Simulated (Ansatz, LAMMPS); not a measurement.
# Elastic response of glassy Na2Si4O9 (90 atoms), part 2 of 4

How stiff is glassy Na2Si4O9 (90 atoms), and how do its levels respond to strain?

Ansatz 0.2.0; Kohn-Sham DFT, PBE, PAW (set soft_2), plane waves.

The cell: 12 Na, 54 O and 24 Si. The quench rate of 10 K/ps far exceeds what a furnace or splat quench reaches. The starting topology of bonds comes from the classical model. Only the Γ point is sampled.

So far. Step 2 (Single point at the start): The r.m.s. force at the start is 1.3 eV/Å.

## (3) Cell and atoms relaxed

Cell and atoms are freed together, to release stress as well as forces.

input.yaml reads:

```yaml
crystal:
  lattice:
    - [10.8166, 0.0, 0.0]
    - [0.0, 10.8166, 0.0]
    - [0.0, 0.0, 10.8166]
  atoms:
    [... the 90 atom lines of step 2 ...]
kpoints:
  mp_grid: { grid: [1, 1, 1] }
hamiltonian:
  xc: pbe
scf:
  occupations: { method: fermi_dirac, width: 0.025 }
output:
  forces: true
relax:
  f_tol: 0.05
  max_steps: 150
  cell: {}
```

Started as:

```sh
ansatz run input.yaml --threads 4 --pin off --max-ram 8192MiB --backend cpu --events-out ev --progress --plain --runs-dir out
```

Numbers of over 12 decimals in the logs are rounded to 6 here.

What it wrote:

```text
[...]
Crystal: 90 atoms, lattice volume = 1265.530 Å³
Basis set: ecut = 420 eV, 24837 PW (Γ), exchange–correlation on 150×150×150 points (8 copies of the dense FFT grid, shifted against one another)
Bands: 354, of which v1, the nominal top of the filled ones, is band 264 counted from 1 (263 counted from 0)
Symmetry: 1 space group operations
[...]
k-points: 1
[...]
SCF iter   1: F=—  HF=-63824.536981 eV  |F-HF|=—  |Δ(HF+E_count)|=         —  Δρ=3.08e-3  dr2=2.41e-1  ethr=1.77e-3  ⟨swp⟩=6.0  Hψ=1523  notcnv=0  defer=40
[...]
SCF iter   8: F=—  HF=-63824.479083 eV  |F-HF|=—  |Δ(HF+E_count)|=   2.40e-6  Δρ=8.65e-6  dr2=9.77e-7  ethr=1.03e-9  ⟨swp⟩=2.0  Hψ=451  notcnv=0  defer=83
SCF iter   9: F=-63824.479083 eV  HF=-63824.479083 eV  |F-HF|=4.49e-8  |Δ(HF+E_count)|=   5.78e-7  Δρ=2.55e-6  dr2=9.34e-8  ethr=1.89e-11  ⟨swp⟩=3.0  Hψ=1194  notcnv=0
SCF 1 converged in 9 iterations: F = -63824.479083 eV  dr2 = 9.34e-8
[...]
relax step   1: F+E_penalty+E_count = -63824.47908314 eV  Δ(F+E_penalty+E_count) = +0.000e0 eV  max|allowed force component| = 4.919e0 eV/Å  Δτ_max = 0.0000 Å  P = +4.903 GPa  Ω = 1265.530 Å³  (9 SCF iters, dr2 threshold 1.00e-7 eV, accepted)
[... from here on, the SCF cycles and remarks between the steps are left out ...]
relax step   2: F+E_penalty+E_count = -63828.68285861 eV  Δ(F+E_penalty+E_count) = -4.204e0 eV  max|allowed force component| = 3.455e0 eV/Å  Δτ_max = 0.1910 Å  P = +2.348 GPa  Ω = 1278.924 Å³  energy of the carried Pulay correction = -3.948e-2 eV  (8 SCF iters, dr2 threshold 9.00e-6 eV, accepted)
relax step   3: F+E_penalty+E_count = -63831.39521995 eV  Δ(F+E_penalty+E_count) = -2.712e0 eV  max|allowed force component| = 7.335e-1 eV/Å  Δτ_max = 0.1981 Å  P = +0.110 GPa  Ω = 1290.075 Å³  energy of the carried Pulay correction = -7.204e-2 eV  (8 SCF iters, dr2 threshold 9.00e-6 eV, accepted)
relax step   4: F+E_penalty+E_count = -63831.93812778 eV  Δ(F+E_penalty+E_count) = -5.429e-1 eV  max|allowed force component| = 6.415e-1 eV/Å  Δτ_max = 0.1947 Å  P = -0.323 GPa  Ω = 1292.809 Å³  energy of the carried Pulay correction = -7.997e-2 eV  (7 SCF iters, dr2 threshold 9.00e-6 eV, accepted)
relax step   5: F+E_penalty+E_count = -63832.33696884 eV  Δ(F+E_penalty+E_count) = -3.988e-1 eV  max|allowed force component| = 4.617e-1 eV/Å  Δτ_max = 0.1950 Å  P = -0.312 GPa  Ω = 1292.560 Å³  energy of the carried Pulay correction = -7.925e-2 eV  (7 SCF iters, dr2 threshold 9.00e-6 eV, accepted)
relax step   6: F+E_penalty+E_count = -63832.59973358 eV  Δ(F+E_penalty+E_count) = -2.628e-1 eV  max|allowed force component| = 3.835e-1 eV/Å  Δτ_max = 0.1949 Å  P = -0.126 GPa  Ω = 1292.265 Å³  energy of the carried Pulay correction = -7.839e-2 eV  (7 SCF iters, dr2 threshold 9.00e-6 eV, accepted)
relax step   7: F+E_penalty+E_count = -63832.85788129 eV  Δ(F+E_penalty+E_count) = -2.581e-1 eV  max|allowed force component| = 7.880e-1 eV/Å  Δτ_max = 0.2000 Å  P = -0.064 GPa  Ω = 1293.128 Å³  energy of the carried Pulay correction = -8.090e-2 eV  (7 SCF iters, dr2 threshold 9.00e-6 eV, accepted)
relax step   8: F+E_penalty+E_count = -63833.20345912 eV  Δ(F+E_penalty+E_count) = -3.456e-1 eV  max|allowed force component| = 1.077e0 eV/Å  Δτ_max = 0.1955 Å  P = -0.058 GPa  Ω = 1293.765 Å³  energy of the carried Pulay correction = -8.275e-2 eV  (7 SCF iters, dr2 threshold 9.00e-6 eV, accepted)
relax step   9: F+E_penalty+E_count = -63833.12344067 eV  Δ(F+E_penalty+E_count) = +8.002e-2 eV  max|allowed force component| = 3.496e0 eV/Å  Δτ_max = 0.1954 Å  P = +0.355 GPa  Ω = 1292.884 Å³  energy of the carried Pulay correction = -8.019e-2 eV  (7 SCF iters, dr2 threshold 9.00e-6 eV, rejected (line search))
relax step  10: F+E_penalty+E_count = -63833.42033945 eV  Δ(F+E_penalty+E_count) = -2.169e-1 eV  max|allowed force component| = 5.078e-1 eV/Å  Δτ_max = 0.0977 Å  P = -0.025 GPa  Ω = 1294.174 Å³  energy of the carried Pulay correction = -8.393e-2 eV  (12 SCF iters, accepted)
relax step  11: F+E_penalty+E_count = -63833.53057628 eV  Δ(F+E_penalty+E_count) = -1.102e-1 eV  max|allowed force component| = 1.803e-1 eV/Å  Δτ_max = 0.1000 Å  P = +0.008 GPa  Ω = 1293.592 Å³  energy of the carried Pulay correction = -8.225e-2 eV  (7 SCF iters, dr2 threshold 9.00e-6 eV, accepted)
relax step  12: F+E_penalty+E_count = -63833.64807235 eV  Δ(F+E_penalty+E_count) = -1.175e-1 eV  max|allowed force component| = 1.827e-1 eV/Å  Δτ_max = 0.1500 Å  P = +0.003 GPa  Ω = 1291.704 Å³  energy of the carried Pulay correction = -7.677e-2 eV  (8 SCF iters, dr2 threshold 2.03e-6 eV, accepted)
relax step  13: F+E_penalty+E_count = -63833.74827603 eV  Δ(F+E_penalty+E_count) = -1.002e-1 eV  max|allowed force component| = 1.552e-1 eV/Å  Δτ_max = 0.2000 Å  P = -0.039 GPa  Ω = 1291.344 Å³  energy of the carried Pulay correction = -7.572e-2 eV  (8 SCF iters, dr2 threshold 2.09e-6 eV, accepted)
[...]
relax step  17: F+E_penalty+E_count = -63833.88383609 eV  Δ(F+E_penalty+E_count) = -1.044e-1 eV  max|allowed force component| = 1.222e-1 eV/Å  Δτ_max = 0.1500 Å  P = +0.068 GPa  Ω = 1288.090 Å³  energy of the carried Pulay correction = -6.626e-2 eV  (7 SCF iters, dr2 threshold 7.08e-6 eV, accepted)
relax step  18: F+E_penalty+E_count = -63833.91184961 eV  Δ(F+E_penalty+E_count) = -2.801e-2 eV  max|allowed force component| = 2.167e-1 eV/Å  Δτ_max = 0.1362 Å  P = -0.028 GPa  Ω = 1288.138 Å³  energy of the carried Pulay correction = -6.640e-2 eV  (8 SCF iters, dr2 threshold 9.34e-7 eV, accepted)
relax step  19: F+E_penalty+E_count = -63833.99564507 eV  Δ(F+E_penalty+E_count) = -8.380e-2 eV  max|allowed force component| = 1.384e-1 eV/Å  Δτ_max = 0.2000 Å  P = -0.005 GPa  Ω = 1288.581 Å³  energy of the carried Pulay correction = -6.769e-2 eV  (7 SCF iters, dr2 threshold 2.93e-6 eV, accepted)
relax step  20: F+E_penalty+E_count = -63834.06214731 eV  Δ(F+E_penalty+E_count) = -6.650e-2 eV  max|allowed force component| = 2.259e-1 eV/Å  Δτ_max = 0.1991 Å  P = -0.099 GPa  Ω = 1288.420 Å³  energy of the carried Pulay correction = -6.722e-2 eV  (8 SCF iters, dr2 threshold 1.20e-6 eV, accepted)
relax step  21: F+E_penalty+E_count = -63834.06481992 eV  Δ(F+E_penalty+E_count) = -2.673e-3 eV  max|allowed force component| = 4.625e-1 eV/Å  Δτ_max = 0.1922 Å  P = +0.030 GPa  Ω = 1288.144 Å³  energy of the carried Pulay correction = -6.642e-2 eV  (7 SCF iters, dr2 threshold 3.19e-6 eV, accepted)
relax step  22: F+E_penalty+E_count = -63834.15674474 eV  Δ(F+E_penalty+E_count) = -9.192e-2 eV  max|allowed force component| = 1.344e-1 eV/Å  Δτ_max = 0.2000 Å  P = -0.008 GPa  Ω = 1285.506 Å³  energy of the carried Pulay correction = -5.873e-2 eV  (7 SCF iters, dr2 threshold 9.00e-6 eV, accepted)
relax step  23: F+E_penalty+E_count = -63834.20018518 eV  Δ(F+E_penalty+E_count) = -4.344e-2 eV  max|allowed force component| = 7.260e-2 eV/Å  Δτ_max = 0.2000 Å  P = -0.004 GPa  Ω = 1282.812 Å³  energy of the carried Pulay correction = -5.086e-2 eV  (8 SCF iters, dr2 threshold 1.13e-6 eV, accepted)
relax step  24: F+E_penalty+E_count = -63834.21825674 eV  Δ(F+E_penalty+E_count) = -1.807e-2 eV  max|allowed force component| = 3.549e-2 eV/Å  Δτ_max = 0.0499 Å  P = +0.015 GPa  Ω = 1280.673 Å³  energy of the carried Pulay correction = -4.461e-2 eV  (7 SCF iters, dr2 threshold 3.29e-7 eV, accepted)
relax step  25: F+E_penalty+E_count = -63834.21948110 eV  Δ(F+E_penalty+E_count) = -1.224e-3 eV  max|allowed force component| = 1.398e-2 eV/Å  Δτ_max = 0.0354 Å  P = +0.001 GPa  Ω = 1280.794 Å³  energy of the carried Pulay correction = -4.496e-2 eV  (9 SCF iters, dr2 threshold 8.85e-9 eV, accepted)
relax step  26: F+E_penalty+E_count = -63834.42534015 eV  Δ(F+E_penalty+E_count) = -2.059e-1 eV  max|allowed force component| = 1.448e-2 eV/Å  Δτ_max = 0.0000 Å  P = +0.254 GPa  Ω = 1280.794 Å³  stress off target by 4.86e-1 GPa  SCF on the basis re-selected at this cell (its energy is not comparable with the rows above)  (9 SCF iters)
relax step  27: F+E_penalty+E_count = -63834.41978766 eV  Δ(F+E_penalty+E_count) = +5.552e-3 eV  max|allowed force component| = 5.591e-2 eV/Å  Δτ_max = 0.0705 Å  P = -0.042 GPa  Ω = 1289.073 Å³  energy of the carried Pulay correction = -2.620e-2 eV  (8 SCF iters, dr2 threshold 5.92e-7 eV, accepted)
relax step  28: F+E_penalty+E_count = -63834.42581939 eV  Δ(F+E_penalty+E_count) = -6.032e-3 eV  max|allowed force component| = 1.095e-2 eV/Å  Δτ_max = 0.0210 Å  P = +0.006 GPa  Ω = 1288.229 Å³  energy of the carried Pulay correction = -2.346e-2 eV  (7 SCF iters, dr2 threshold 1.95e-7 eV, accepted)
relax step  29: F+E_penalty+E_count = -63834.45158066 eV  Δ(F+E_penalty+E_count) = -2.576e-2 eV  max|allowed force component| = 1.103e-2 eV/Å  Δτ_max = 0.0000 Å  P = +0.016 GPa  Ω = 1288.229 Å³  stress off target by 5.36e-2 GPa  SCF on the basis re-selected at this cell (its energy is not comparable with the rows above)  (7 SCF iters)
relax step  30: F+E_penalty+E_count = -63834.45085371 eV  Δ(F+E_penalty+E_count) = +7.269e-4 eV  max|allowed force component| = 5.841e-3 eV/Å  Δτ_max = 0.0094 Å  P = +0.003 GPa  Ω = 1288.761 Å³  energy of the carried Pulay correction = -1.575e-3 eV  (8 SCF iters, dr2 threshold 7.18e-9 eV, accepted)
relax step  31: F+E_penalty+E_count = -63834.45150903 eV  Δ(F+E_penalty+E_count) = -6.553e-4 eV  max|allowed force component| = 5.796e-3 eV/Å  Δτ_max = 0.0000 Å  P = +0.003 GPa  Ω = 1288.761 Å³  stress off target by 9.41e-3 GPa  SCF on the basis re-selected at this cell (its energy is not comparable with the rows above)  (5 SCF iters)
[...]
SCF converged after 5 iterations
Free energy (F): -63834.451509 eV
[...]
Internal energy: -63834.451509 eV  (E = F + TS)
E sigma→0 (E₀):  -63834.451509 eV
Fermi energy:    4.774840 eV
[...]
Σ components = -63834.451509   (vs F -63834.451509, Δ=0.00e0)
--- Forces (eV/Å), atoms counted from 1 ---
  atom   1  Na    -0.00500145    -0.00001901     0.00142846
  atom   2  Na    -0.00070613     0.00116227    -0.00258686
  atom   3  Na    -0.00231843    -0.00091118    -0.00144608
  atom   4  Na    -0.00014091    -0.00025829     0.00024023
[...]
atom  90  Si    -0.00296822    -0.00217311     0.00037127
  max |Σ_I F_I| component: 5.63e-5 eV/Å
--- Stress (GPa, compression-positive) ---
        0.002935       0.006283       0.003273
        0.006284      -0.000892      -0.000981
        0.003273      -0.000980       0.006618
  P = ⅓ Tr σ = 0.0029 GPa (0.029 kbar)
--- Relaxed structure (28 steps of the walk, 26 accepted, 3 SCFs on fresh bases) ---
  F+E_penalty+E_count = -63834.45150903 eV   max|allowed force component| = 5.796e-3 eV/Å   (the final SCF, on the basis selected at the relaxed cell)
  cell:  # Å, volume = 1288.7614 Å³
    - [11.013391, 0.491424, 0.083167]
    - [0.491424, 10.416803, -0.043398]
    - [0.083167, -0.043398, 11.258089]
  atoms:
    - { symbol: Na, position: [0.781976, 0.992942, 0.501051] }
    - { symbol: Na, position: [0.950185, 0.773721, 0.895756] }
    - { symbol: Na, position: [0.512015, 0.944012, 0.079955] }
    - { symbol: Na, position: [0.355902, 0.246321, 0.947852] }
[...]
- { symbol: Si, position: [0.656426, 0.705802, 0.857155] }
```

Run time: 7.2 min. Hardware: 4 threads of Arm Neoverse V1, shared host; peak memory 1.5 GiB.

The relaxation converged after 28 steps, with a largest force component of 0.0058 eV/Å.

## (4) Single point at the relaxed geometry

One more single point at the end of the walk gives the fuller output and checks the residual forces.

input.yaml reads:

```yaml
crystal:
  lattice:
    - [11.01339, 0.49142, 0.08317]
    - [0.49142, 10.4168, -0.0434]
    - [0.08317, -0.0434, 11.25809]
  atoms:
    - { symbol: Na, position: [0.78198, 0.99294, 0.50105] }
    - { symbol: Na, position: [0.95018, 0.77372, 0.89576] }
    - { symbol: Na, position: [0.51202, 0.94401, 0.07996] }
    - { symbol: Na, position: [0.3559, 0.24632, 0.94785] }
    - { symbol: Na, position: [0.39939, 0.09393, 0.31192] }
    - { symbol: Na, position: [0.30393, 0.82028, 0.27243] }
    [... 78 atom lines left out ...]
    - { symbol: Si, position: [0.16707, 0.28434, 0.72584] }
    - { symbol: Si, position: [0.43406, 0.25321, 0.60764] }
    - { symbol: Si, position: [0.38193, 0.96118, 0.5673] }
    - { symbol: Si, position: [0.64129, 0.22432, 0.03248] }
    - { symbol: Si, position: [0.8126, 0.28088, 0.38896] }
    - { symbol: Si, position: [0.65643, 0.7058, 0.85715] }
kpoints:
  mp_grid: { grid: [1, 1, 1] }
hamiltonian:
  xc: pbe
scf:
  occupations: { method: fermi_dirac, width: 0.025 }
output:
  forces: true
  stress: true
  populations: true
  dos:
    method: { smearing: { sigma: 0.15 } }
    de: 0.1
    projected: { site_lists: { Na: [Na], O: [O], Si: [Si] } }
  eigenvalues: true
  write_density: true
  write_potential: true
  volumetric_format: npy
```

What it wrote:

```text
[...]
Crystal: 90 atoms, lattice volume = 1288.761 Å³
Basis set: ecut = 420 eV, 25211 PW (Γ), exchange–correlation on 150×144×160 points (8 copies of the dense FFT grid, shifted against one another)
Bands: 354, of which v1, the nominal top of the filled ones, is band 264 counted from 1 (263 counted from 0)
Symmetry: 1 space group operations
[...]
k-points: 1
[...]
SCF iter   1: F=—  HF=-63834.440048 eV  |F-HF|=—  |Δ(HF+E_count)|=         —  Δρ=1.75e-3  dr2=5.65e-2  ethr=1.77e-3  ⟨swp⟩=5.0  Hψ=1386  notcnv=0  defer=83
[...]
SCF iter   9: F=-63834.451505 eV  HF=-63834.451505 eV  |F-HF|=1.40e-8  |Δ(HF+E_count)|=   2.93e-8  Δρ=1.72e-6  dr2=3.33e-8  ethr=1.89e-11  ⟨swp⟩=18.0  Hψ=2941  notcnv=0
SCF 1 converged in 9 iterations: F = -63834.451505 eV  dr2 = 3.33e-8
[...]
WARN: The input density's exchange-correlation potential varies sharply where the density is thin. Do not read a vacuum level from v_tot or v_xc, or from such a field of the output density. On a cell that repeats whose density bears no net charge and no dipole along the vacuum's axis use v_es (v_loc + v_h of the components); [...]
SCF converged after 9 iterations
Free energy (F): -63834.451505 eV
[...]
Internal energy: -63834.451505 eV  (E = F + TS)
E sigma→0 (E₀):  -63834.451505 eV
Fermi energy:    4.774837 eV
[...]
--- Forces (eV/Å), atoms counted from 1 ---
  atom   1  Na    -0.00515546     0.00032509     0.00165176
  atom   2  Na    -0.00063552     0.00126509    -0.00276150
  atom   3  Na    -0.00226671    -0.00097494    -0.00162601
  atom   4  Na     0.00000723    -0.00014419    -0.00003618
  atom   5  Na    -0.00126759     0.00112247     0.00000499
  atom   6  Na     0.00290362    -0.00288237     0.00036787
  atom   7  Na     0.00320223     0.00418848     0.00045553
  atom   8  Na    -0.00007573     0.00115449     0.00021058
  atom   9  Na     0.00104915    -0.00333064    -0.00283983
  atom  10  Na     0.00244016     0.00133026     0.00038878
  atom  11  Na    -0.00060983    -0.00059815    -0.00242637
  atom  12  Na     0.00095944    -0.00102212     0.00137660
  atom  13  O      0.00143331    -0.00257975    -0.00011385
  atom  14  O     -0.00129717    -0.00202314    -0.00055572
[...]
atom  89  Si    -0.00088464     0.00056908     0.00123410
  atom  90  Si    -0.00352709    -0.00056499     0.00335532
  max |Σ_I F_I| component: 8.61e-5 eV/Å
--- Stress (GPa, compression-positive) ---
        0.002556       0.006541       0.003186
        0.006541      -0.000884      -0.000145
        0.003186      -0.000143       0.005758
  P = ⅓ Tr σ = 0.0025 GPa (0.025 kbar)
--- Band table (eV) ---
[...]
--- Löwdin populations: 90 sites ---
  site symbol       q [e]
     0     Na      8.1802
     1     Na      8.1890
     2     Na      8.1962
[...]
89     Si      2.3139
  spilling = 0.010842 (of n_electrons = 528.000000)
```

Run time: 21 s. Hardware: 4 threads; peak memory 1.5 GiB.

The program notes that the exchange-correlation potential is rough where the density is thin.

The run gave:

- free energy: -63834.4515 eV
- free energy per atom: -709.2717 eV/atom
- SCF cycles: 9
- pressure: 0.002477 GPa
- r.m.s. force component: 0.00213 eV/Å
- longest force: 0.00842 eV/Å
- Fermi energy: 4.775 eV
- gap (highest filled to lowest empty level): 3.548 eV
- spilling of the projection: 0.01084

## (5) Volume -3 %

The relaxed cell is scaled evenly and the atoms are relaxed again; the stress at the end gives one point of P(V).

input.yaml, the sections that differ from step 4:

```yaml
crystal:
  lattice:
    - [10.90214, 0.48646, 0.08233]
    - [0.48646, 10.31157, -0.04296]
    - [0.08233, -0.04296, 11.14436]
  atoms:
    [... the 90 atom lines of step 4 ...]
output:
  forces: true
  eigenvalues: true
  stress: true
relax:
  f_tol: 0.05
  max_steps: 70
# kpoints, hamiltonian, scf: as in step 4
```

What it wrote:

```text
Warning: output.stress: scf.convergence.dr2_threshold = 1e-7 eV (the SCF's general default) is looser than the 9e-9 eV advised for a printed stress (1e-10 eV for each atom of the cell: 90). What an SCF threshold leaves in a stress goes as its square root, and in the free energy as the threshold itself, and one threshold admits the most on a small cell: [...]
[...]
Crystal: 90 atoms, lattice volume = 1250.098 Å³
Basis set: ecut = 420 eV, 24447 PW (Γ), exchange–correlation on 150×144×150 points (8 copies of the dense FFT grid, shifted against one another)
Bands: 354, of which v1, the nominal top of the filled ones, is band 264 counted from 1 (263 counted from 0)
Symmetry: 1 space group operations
[...]
k-points: 1
[...]
SCF iter   1: F=—  HF=-63833.917090 eV  |F-HF|=—  |Δ(HF+E_count)|=         —  Δρ=1.82e-3  dr2=6.06e-2  ethr=1.77e-3  ⟨swp⟩=5.0  Hψ=1386  notcnv=0  defer=83
[...]
SCF iter   6: F=-63833.925724 eV  HF=-63833.925729 eV  |F-HF|=5.82e-6  |Δ(HF+E_count)|=   5.92e-6  Δρ=3.79e-5  dr2=1.52e-5  ethr=1.18e-8  ⟨swp⟩=15.0  Hψ=1930  notcnv=0
SCF 1 converged in 6 iterations: F = -63833.925724 eV  dr2 = 1.52e-5
[...]
relax step   1: F+E_penalty+E_count = -63833.92572357 eV  Δ(F+E_penalty+E_count) = +0.000e0 eV  max|allowed force component| = 6.043e-1 eV/Å  Δτ_max = 0.0000 Å  (6 SCF iters, dr2 threshold 6.25e-5 eV, accepted)
[...]
relax step   2: F+E_penalty+E_count = -63834.11168672 eV  Δ(F+E_penalty+E_count) = -1.860e-1 eV  max|allowed force component| = 3.087e-1 eV/Å  Δτ_max = 0.0305 Å  (6 SCF iters, dr2 threshold 2.28e-5 eV, accepted)
[...]
relax step   3: F+E_penalty+E_count = -63834.24187268 eV  Δ(F+E_penalty+E_count) = -1.302e-1 eV  max|allowed force component| = 1.412e-1 eV/Å  Δτ_max = 0.0593 Å  (7 SCF iters, dr2 threshold 5.95e-6 eV, accepted)
relax step   4: F+E_penalty+E_count = -63834.22913699 eV  Δ(F+E_penalty+E_count) = +1.274e-2 eV  max|allowed force component| = 2.447e-1 eV/Å  Δτ_max = 0.2000 Å  (7 SCF iters, dr2 threshold 4.17e-6 eV, rejected (line search))
relax step   5: F+E_penalty+E_count = -63834.28269275 eV  Δ(F+E_penalty+E_count) = -4.082e-2 eV  max|allowed force component| = 7.080e-2 eV/Å  Δτ_max = 0.0652 Å  (9 SCF iters, accepted)
[...]
relax step   6: F+E_penalty+E_count = -63834.28961373 eV  Δ(F+E_penalty+E_count) = -6.921e-3 eV  max|allowed force component| = 2.884e-2 eV/Å  Δτ_max = 0.0405 Å  (8 SCF iters, accepted)
SCF converged after 8 iterations
Free energy (F): -63834.289614 eV
[...]
Internal energy: -63834.289614 eV  (E = F + TS)
E sigma→0 (E₀):  -63834.289614 eV
Fermi energy:    5.069227 eV
[...]
--- Forces (eV/Å), atoms counted from 1 ---
  atom   1  Na     0.00160761    -0.00077872    -0.00229583
  atom   2  Na    -0.00355629     0.00316666    -0.00183415
  atom   3  Na    -0.00810561    -0.00179630     0.00217051
  atom   4  Na    -0.00061774    -0.00275310     0.00130884
  atom   5  Na     0.01135026     0.00452788     0.00464103
  atom   6  Na    -0.00366806     0.02883979    -0.00648834
  atom   7  Na     0.00274853    -0.00345847     0.01255203
  atom   8  Na     0.01074185     0.00408859     0.00345124
  atom   9  Na     0.00208556    -0.00672336    -0.00938125
  atom  10  Na     0.00343237    -0.00093053     0.00135612
  atom  11  Na     0.00467616     0.00301083     0.00004371
  atom  12  Na    -0.00376195    -0.00349357     0.00237112
  atom  13  O      0.00506614    -0.00580749    -0.00127009
  atom  14  O     -0.00651271     0.00981852     0.00319888
[...]
atom  89  Si     0.01163390     0.01786426     0.00130025
  atom  90  Si    -0.00449336    -0.00695273    -0.00351503
  max |Σ_I F_I| component: 7.19e-5 eV/Å
--- Stress (GPa, compression-positive) ---
        1.274078      -0.029071      -0.012508
       -0.029071       1.404003       0.012989
       -0.012508       0.012991       1.329163
  P = ⅓ Tr σ = 1.3357 GPa (13.357 kbar)
--- Band table (eV) ---
[...]
--- Relaxed structure (6 steps of the walk, 5 accepted, 0 SCFs on fresh bases) ---
  F+E_penalty+E_count = -63834.28961373 eV   max|allowed force component| = 2.884e-2 eV/Å
  atoms:
    - { symbol: Na, position: [0.778746, 0.993932, 0.501781] }
    - { symbol: Na, position: [0.952253, 0.770433, 0.895587] }
    - { symbol: Na, position: [0.506861, 0.946211, 0.078125] }
    - { symbol: Na, position: [0.351339, 0.252930, 0.946187] }
[...]
- { symbol: Si, position: [0.658320, 0.711811, 0.857945] }
```

It took 89 s on 4 threads; peak memory 1.5 GiB.

The program notes that the SCF threshold is loose for the stress.

The relaxation converged after 6 steps, 0.364 eV below its start, with a largest force component of 0.029 eV/Å.

Volume -3 %: the energy stands 0.162 eV above that of the reference, at a pressure of 1.34 GPa.

[end of part 2 of 4]

[Logs are printed without paths, hosts, clocks, repeated set-up lines and the standing remarks that a program may print on its own settings, such as how far it seeks lower states.]

[Hosts, paths, dates, database ids (printed as entryN), source tags and the programs' standing remarks are cut or masked in the printed files.]
